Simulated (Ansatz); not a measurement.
# Charge trapping in a frame of ionic liquid ethylpyridinium methanesulfonate with water from 300 K (87 atoms)

Aim: add and remove one electron in a frame of ionic liquid ethylpyridinium methanesulfonate with water from 300 K (87 atoms), with atoms held and relaxed, and read trapping energy and localisation.

Main program and level: Ansatz 0.2.0; Kohn-Sham DFT, r2SCAN+D4, PAW (set soft_2), plane waves.

**1. Starting point**

The cell holds 87 atoms: 24 C, 3 N, 45 H, 3 S and 12 O. Its edges and angles: a = 9.748 Å, b = 9.748 Å, c = 9.748 Å, α = 90.0°, β = 90.0°, γ = 90.0°. 3 ethylpyridinium, 3 methanesulfonate, 3 H2O placed at random, at 1.19 g/cm³; overlaps pushed apart, then 10 ps at 700 K with MMFF94 bonds, angles, torsions, charges and radii (Halgren, J. Comput. Chem. 17, 490 (1996)) in harmonic and 12-6 forms; SPC/E water (Berendsen, Grigera and Straatsma, J. Phys. Chem. 91, 6269 (1987)); charges of ions scaled by 0.8. Snapshot after 30 ps at 300 K and fixed volume.

Limits known from the start: The network of contacts between molecules at the start is that of the classical potential that made the cell, and needn't be the one that DFT or experiment would give. Sampling is at Γ alone, for a cell whose shortest periodic width is 10 Å. The liquid is relaxed first, so the results are those of a frozen frame at zero temperature.

**2. Single point at the start**

The forces at the start show how far the geometry lies from a minimum of this functional.

input.yaml reads:

```yaml
crystal:
  lattice:
    - [9.74801, 0.0, 0.0]
    - [0.0, 9.74801, 0.0]
    - [0.0, 0.0, 9.74801]
  atoms:
    - { symbol: C, position: [0.62837, 0.72429, 0.63011] }
    - { symbol: C, position: [0.64143, 0.81347, 0.75808] }
    - { symbol: "N", position: [0.68352, 0.95527, 0.71799] }
    - { symbol: C, position: [0.82168, 0.9888, 0.72603] }
    - { symbol: C, position: [0.87183, 0.11507, 0.69452] }
    - { symbol: C, position: [0.77862, 0.20954, 0.64821] }
    - { symbol: C, position: [0.63922, 0.1765, 0.63911] }
    - { symbol: C, position: [0.5922, 0.04855, 0.67925] }
    - { symbol: H, position: [0.57654, 0.78154, 0.5473] }
    - { symbol: H, position: [0.57994, 0.63385, 0.65627] }
    - { symbol: H, position: [0.72458, 0.69362, 0.58439] }
    - { symbol: H, position: [0.54189, 0.82237, 0.81483] }
    - { symbol: H, position: [0.72804, 0.76781, 0.81312] }
    - { symbol: H, position: [0.88936, 0.90763, 0.74525] }
    - { symbol: H, position: [0.98282, 0.1337, 0.68896] }
    - { symbol: H, position: [0.81594, 0.30266, 0.59784] }
    - { symbol: H, position: [0.5679, 0.25186, 0.61329] }
    - { symbol: H, position: [0.48872, 0.01695, 0.67604] }
    - { symbol: C, position: [0.33801, 0.58854, 0.92763] }
    - { symbol: C, position: [0.25971, 0.6532, 0.04818] }
    - { symbol: "N", position: [0.25071, 0.80725, 0.02798] }
    - { symbol: C, position: [0.34446, 0.8899, 0.09158] }
    - { symbol: C, position: [0.34659, 0.02719, 0.06478] }
    - { symbol: C, position: [0.24914, 0.08884, 0.98351] }
    - { symbol: C, position: [0.15516, 0.00454, 0.91733] }
    - { symbol: C, position: [0.16003, 0.86565, 0.93781] }
    - { symbol: H, position: [0.27, 0.58591, 0.83822] }
    - { symbol: H, position: [0.36619, 0.48455, 0.94588] }
    - { symbol: H, position: [0.43657, 0.64263, 0.91222] }
    - { symbol: H, position: [0.1511, 0.61801, 0.05754] }
    - { symbol: H, position: [0.30472, 0.63169, 0.14394] }
    - { symbol: H, position: [0.40256, 0.83835, 0.1702] }
    - { symbol: H, position: [0.42512, 0.08019, 0.12501] }
    - { symbol: H, position: [0.2476, 0.20152, 0.95988] }
    - { symbol: H, position: [0.0744, 0.05567, 0.85944] }
    - { symbol: H, position: [0.09239, 0.7956, 0.88696] }
    - { symbol: C, position: [0.56222, 0.48894, 0.35971] }
    - { symbol: C, position: [0.68827, 0.41264, 0.31256] }
    - { symbol: "N", position: [0.70631, 0.41657, 0.16381] }
    - { symbol: C, position: [0.62652, 0.33978, 0.08443] }
    - { symbol: C, position: [0.63085, 0.34863, 0.94607] }
    - { symbol: C, position: [0.72537, 0.43968, 0.89024] }
    - { symbol: C, position: [0.82163, 0.5022, 0.9746] }
    - { symbol: C, position: [0.81463, 0.48559, 0.11324] }
    - { symbol: H, position: [0.56971, 0.49381, 0.47448] }
    - { symbol: H, position: [0.47047, 0.43944, 0.31778] }
    - { symbol: H, position: [0.56623, 0.59137, 0.32214] }
    - { symbol: H, position: [0.76949, 0.46406, 0.36637] }
    - { symbol: H, position: [0.67758, 0.30616, 0.35538] }
    - { symbol: H, position: [0.559, 0.28162, 0.14372] }
    - { symbol: H, position: [0.54619, 0.30911, 0.88618] }
    - { symbol: H, position: [0.72722, 0.46123, 0.77465] }
    - { symbol: H, position: [0.89898, 0.56845, 0.92953] }
    - { symbol: H, position: [0.89118, 0.52306, 0.19841] }
    - { symbol: C, position: [0.71053, 0.92633, 0.2771] }
    - { symbol: S, position: [0.74558, 0.84251, 0.12073] }
    - { symbol: O, position: [0.73195, 0.9514, 0.01598] }
    - { symbol: O, position: [0.64412, 0.72911, 0.11349] }
    - { symbol: O, position: [0.88499, 0.79457, 0.1383] }
    - { symbol: H, position: [0.74085, 0.85958, 0.36118] }
    - { symbol: H, position: [0.59792, 0.94892, 0.27754] }
    - { symbol: H, position: [0.76676, 0.02182, 0.28684] }
    - { symbol: C, position: [0.03034, 0.15809, 0.35824] }
    - { symbol: S, position: [0.0834, 0.32741, 0.36622] }
    - { symbol: O, position: [0.21966, 0.32901, 0.42853] }
    - { symbol: O, position: [0.97458, 0.37761, 0.45684] }
    - { symbol: O, position: [0.08048, 0.38026, 0.22698] }
    - { symbol: H, position: [0.92036, 0.15911, 0.32791] }
    - { symbol: H, position: [0.04289, 0.10265, 0.45836] }
    - { symbol: H, position: [0.10187, 0.12013, 0.27689] }
    - { symbol: C, position: [0.1648, 0.76947, 0.41659] }
    - { symbol: S, position: [0.24186, 0.84006, 0.55822] }
    - { symbol: O, position: [0.29761, 0.71781, 0.62469] }
    - { symbol: O, position: [0.13004, 0.90855, 0.6233] }
    - { symbol: O, position: [0.34611, 0.92608, 0.49952] }
    - { symbol: H, position: [0.10469, 0.67894, 0.45502] }
    - { symbol: H, position: [0.2501, 0.72535, 0.35378] }
    - { symbol: H, position: [0.09147, 0.83851, 0.37358] }
    - { symbol: O, position: [0.4343, 0.15688, 0.3815] }
    - { symbol: H, position: [0.40017, 0.06714, 0.41762] }
    - { symbol: H, position: [0.36051, 0.22759, 0.39032] }
    - { symbol: O, position: [0.05011, 0.47497, 0.70343] }
    - { symbol: H, position: [0.14729, 0.44254, 0.70868] }
    - { symbol: H, position: [0.00974, 0.44754, 0.61319] }
    - { symbol: O, position: [0.35502, 0.43413, 0.63239] }
    - { symbol: H, position: [0.29668, 0.38953, 0.56075] }
    - { symbol: H, position: [0.34656, 0.53608, 0.62477] }
kpoints:
  mp_grid: { grid: [1, 1, 1] }
hamiltonian:
  xc: r2scan
  dispersion: d4
scf:
  occupations: { method: gaussian, width: 0.05 }
output:
  forces: true
```

Launch:

```console
> ansatz run input.yaml --threads 4 --pin off --max-ram 8192MiB --backend cpu --events-out ev --progress --plain --runs-dir out
```

Numbers of over 12 decimals in the logs are rounded to 6 here.

The log of the run:

```text
Engine: ansatz 0.2.0, aarch64-unknown-linux-gnu
Pseudopotentials: kind: paw
Pseudopotential: C, paw, valence charge 4, recommended cutoff 500 eV (meta_gga), C.paw.azcp
Pseudopotential: N, paw, valence charge 5, recommended cutoff 500 eV (meta_gga), N.paw.azcp
Pseudopotential: H, paw, valence charge 1, recommended cutoff 500 eV (meta_gga), H.paw.azcp
Pseudopotential: S, paw, valence charge 6, recommended cutoff 500 eV (meta_gga), S.paw.azcp
Pseudopotential: O, paw, valence charge 6, recommended cutoff 500 eV (meta_gga), O.paw.azcp
Functional definition: r2SCAN
  parameter k0 = 0.174
  parameter k1 = 0.065
  parameter a1 = 4.9479
  exchange = r2scan_x(k0 = k0, k1 = k1, a1 = a1)
  correlation = r2scan_c
Crystal: 87 atoms, lattice volume = 926.292 Å³
Basis set: ecut = 500 eV, 23583 PW (Γ), exchange–correlation on 288×288×288 points (64 copies of the dense FFT grid, shifted against one another)
Bands: 210, of which v1, the nominal top of the filled ones, is band 123 counted from 1 (122 counted from 0)
Symmetry: 1 space group operations
Space group: P1 (ITA 1), of the structure as read, at distance tolerance 9.7e-5 Å
k-points: 1
Non-local potential: C, projectors of the file, l = 0: 2, l = 1: 2, l = 2: 1
Non-local potential: N, projectors of the file, l = 0: 2, l = 1: 2, l = 2: 1
Non-local potential: H, projectors of the file, l = 0: 2, l = 1: 1
Non-local potential: S, projectors of the file, l = 0: 2, l = 1: 2, l = 2: 2
Non-local potential: O, projectors of the file, l = 0: 2, l = 1: 2, l = 2: 1
PAW form: soft (Blöchl's): semilocal exchange-correlation on the pseudo side does not see the compensation charge
PAW frozen core: C, regenerated for the run's functional (the file was generated under x = pbe(κ = 0.804, μ = 0.219515), c = pbe(β = 0.066725))
PAW frozen core: N, regenerated for the run's functional (the file was generated under x = pbe(κ = 0.804, μ = 0.219515), c = pbe(β = 0.066725))
PAW frozen core: S, regenerated for the run's functional (the file was generated under x = pbe(κ = 0.804, μ = 0.219515), c = pbe(β = 0.066725))
PAW frozen core: O, regenerated for the run's functional (the file was generated under x = pbe(κ = 0.804, μ = 0.219515), c = pbe(β = 0.066725))
PAW one-centre angular grid: C, 302 points (default); XC on 239 of its mesh's 2573 points in the sphere
PAW one-centre angular grid: N, 302 points (default); XC on 160 Gauss nodes
PAW one-centre angular grid: H, 302 points (default); XC on 160 Gauss nodes
PAW one-centre angular grid: S, 302 points (default); XC on 160 Gauss nodes
PAW one-centre angular grid: O, 302 points (default); XC on 160 Gauss nodes
Initial density: superposition of atomic densities (neutral atoms: chi_scale 0, normalization atom), corrected by the library's trained network
Initial wavefunctions: pseudopotential atomic-orbital guess
Functional: x = r2scan, c = r2scan; τ floored in thin density (d = 2e-4 eV/Å³)
SCF iter   1: F=—  HF=-17453.641643 eV  |F-HF|=—  |Δ(HF+E_count)|=         —  Δρ=9.13e-3  dr2=1.22e0  dr2_τ=7.47e0  ethr=1.77e-3  ⟨swp⟩=5.0  Hψ=920  notcnv=0  defer=74
preconditioner: auto → Resta (q_TF=auto, 2.187 Å⁻¹)  ε∞=2.3  [insulator: Δε(μ)=3.097 eV  Ē_g=16.553 eV  σ=0.050 eV  W_gap=1.00  n_scr=170 (ndim 8)  ℏωp=18.9 eV  f_vac=0.228  D(μ)=0.00/eV (n_scr^D=0)  ε∞_Penn≈2.3]
SCF iter   2: F=—  HF=-17452.579646 eV  |F-HF|=—  |Δ(HF+E_count)|=    1.06e0  Δρ=4.74e-3  dr2=2.10e-1  dr2_τ=2.24e-2  ethr=4.95e-4  ⟨swp⟩=2.0  Hψ=365  notcnv=0  defer=81
SCF iter   3: F=—  HF=-17452.515390 eV  |F-HF|=—  |Δ(HF+E_count)|=   6.43e-2  Δρ=1.78e-3  dr2=4.10e-2  dr2_τ=3.60e-3  ethr=8.54e-5  ⟨swp⟩=2.0  Hψ=221  notcnv=0  defer=13
automatic band count: iteration 3 solves 142 bands in place of 210: the levels show a gap, and the empty bands left out lie too high to hold charge; the band table lists the bands solved (type scf.n_extra_bands for more)
SCF iter   4: F=—  HF=-17452.504333 eV  |F-HF|=—  |Δ(HF+E_count)|=   1.11e-2  Δρ=7.15e-4  dr2=5.24e-3  dr2_τ=6.07e-4  ethr=1.67e-5  ⟨swp⟩=2.0  Hψ=283  notcnv=0  defer=13
SCF iter   5: F=—  HF=-17452.504574 eV  |F-HF|=—  |Δ(HF+E_count)|=   2.41e-4  Δρ=2.92e-4  dr2=8.71e-4  dr2_τ=1.09e-4  ethr=2.13e-6  ⟨swp⟩=2.0  Hψ=252  notcnv=0  defer=13
SCF iter   6: F=—  HF=-17452.504731 eV  |F-HF|=—  |Δ(HF+E_count)|=   1.57e-4  Δρ=1.24e-4  dr2=1.39e-4  dr2_τ=1.69e-5  ethr=3.54e-7  ⟨swp⟩=2.0  Hψ=252  notcnv=0  defer=13
SCF iter   7: F=—  HF=-17452.504813 eV  |F-HF|=—  |Δ(HF+E_count)|=   8.16e-5  Δρ=4.03e-5  dr2=1.49e-5  dr2_τ=1.72e-6  ethr=5.65e-8  ⟨swp⟩=3.0  Hψ=253  notcnv=0  defer=13
SCF iter   8: F=—  HF=-17452.505736 eV  |F-HF|=—  |Δ(HF+E_count)|=   9.23e-4  Δρ=1.76e-5  dr2=2.79e-6  dr2_τ=3.71e-7  ethr=6.06e-9  ⟨swp⟩=3.0  Hψ=253  notcnv=0  defer=13
SCF iter   9: F=—  HF=-17452.505738 eV  |F-HF|=—  |Δ(HF+E_count)|=   1.77e-6  Δρ=5.53e-6  dr2=2.85e-7  dr2_τ=3.92e-8  ethr=1.13e-9  ⟨swp⟩=2.0  Hψ=252  notcnv=0  defer=13
SCF iter  10: F=-17452.505738 eV  HF=-17452.505738 eV  |F-HF|=4.65e-8  |Δ(HF+E_count)|=   2.87e-7  Δρ=2.25e-6  dr2=5.04e-8  dr2_τ=7.18e-9  ethr=4.07e-11  ⟨swp⟩=5.0  Hψ=567  notcnv=0
SCF 1 converged in 10 iterations: F = -17452.505738 eV  dr2 = 5.04e-8
  greatest PAW one-centre occupation: 0.884 electrons in one spin orbital (limit 2), on the O atom at site 73 (counted from 0), in its partial waves of l = 0
SCF converged after 10 iterations
Free energy (F): -17452.505738 eV
Harris-Foulkes:  -17452.505738 eV  (|F-HF|=4.65e-8)
Internal energy: -17452.505738 eV  (E = F + TS)
E sigma→0 (E₀):  -17452.505738 eV
Fermi energy:    0.921158 eV
--- Per-component energies (eV) ---
  E_band       = -2064.744211
  E_kinetic    = 5673.065994
  E_local      = -17718.990067  (includes V_loc(G=0)·N_el)
  E_nonlocal   = 1510.207886
  E_hartree    = 6456.243825
  E_xc         = -2868.827111
  E_vxc        = -3959.614452  (∫ρ·V_xc dr)
  E_paw        = -6590.448431  (= ΣΔE_a)
  E_vpaw       = -725.370063  (= ΣTr[D̂ρ^β])
  E_aug_tail   = -0.009037  (compensation charges beyond the density's cutoff)
  E_vtau       = 243.476629  (kinetic-family band-sum trace: ∫τ·v_τ [+ j·A + Jᵃ·Aᵃ] dr)
  E_ewald      = -3910.160425
  E_disp       = -2.192517  (pairwise vdW)
  E_core_change = -1.395855  (= ΣΔE_core)
  E_smearing   = -0.000000  (= −TS)
  E_closure    = -0.000000  (closes the sum)
  Σ components = -17452.505738   (vs F -17452.505738, Δ=0.00e0)
--- Forces (eV/Å), atoms counted from 1 ---
  atom   1  C      0.39708066     2.27677573    -1.19071194
  atom   2  C      0.19989677    -0.12524059    -0.79202505
  atom   3  N      2.14189252    -0.21050513     0.78875088
  atom   4  C     -1.61150535    -0.54872424    -0.18799029
  atom   5  C      0.45386335    -0.05589851    -0.48539602
  atom   6  C     -0.80266602     0.79637091    -1.26790067
  atom   7  C      0.99838370    -0.56204318     0.96642371
  atom   8  C      1.03511137     0.70803618    -0.12576231
  atom   9  H     -0.37801939    -0.56003023     0.44138811
  atom  10  H     -1.47861126    -1.68947082     0.37225220
  atom  11  H      0.75882707     0.17441328     0.24941509
  atom  12  H      1.14888935    -0.20616387    -0.29153966
  atom  13  H     -0.68021412     0.55164662     0.75387935
  atom  14  H      0.59176814    -1.10196638     0.51692662
[...]
atom  86  H      0.68021353     0.97192486     0.55608638
  atom  87  H     -0.25361925    -1.36370802    -0.25522521
  max |Σ_I F_I| component: 1.61e-4 eV/Å
```

Elapsed: 19 s, on 4 threads of Arm Neoverse V2, shared host; peak memory 2.1 GiB.

In the SCF lines HF is the Harris–Foulkes energy and dr2 the Hartree energy of the density residual, in eV; the loop may stop once dr2 is under the threshold and the program's other checks hold. Hψ counts applications of the Hamiltonian.

The r.m.s. force at the start is 0.82 eV/Å.

(Continued in part 2 of 5.)

[Logs are printed without paths, hosts, clocks, repeated set-up lines and the standing remarks that a program may print on its own settings, such as how far it seeks lower states.]

[Hosts, paths, dates, database ids (printed as entryN), source tags and the programs' standing remarks are cut or masked in the printed files.]

[The MMFF94 radii named for the starting cell were scaled by 0.96; in molecules described by MMFF94, hydrogen bound to N, O or S took a small fixed 12-6 site in their place.]
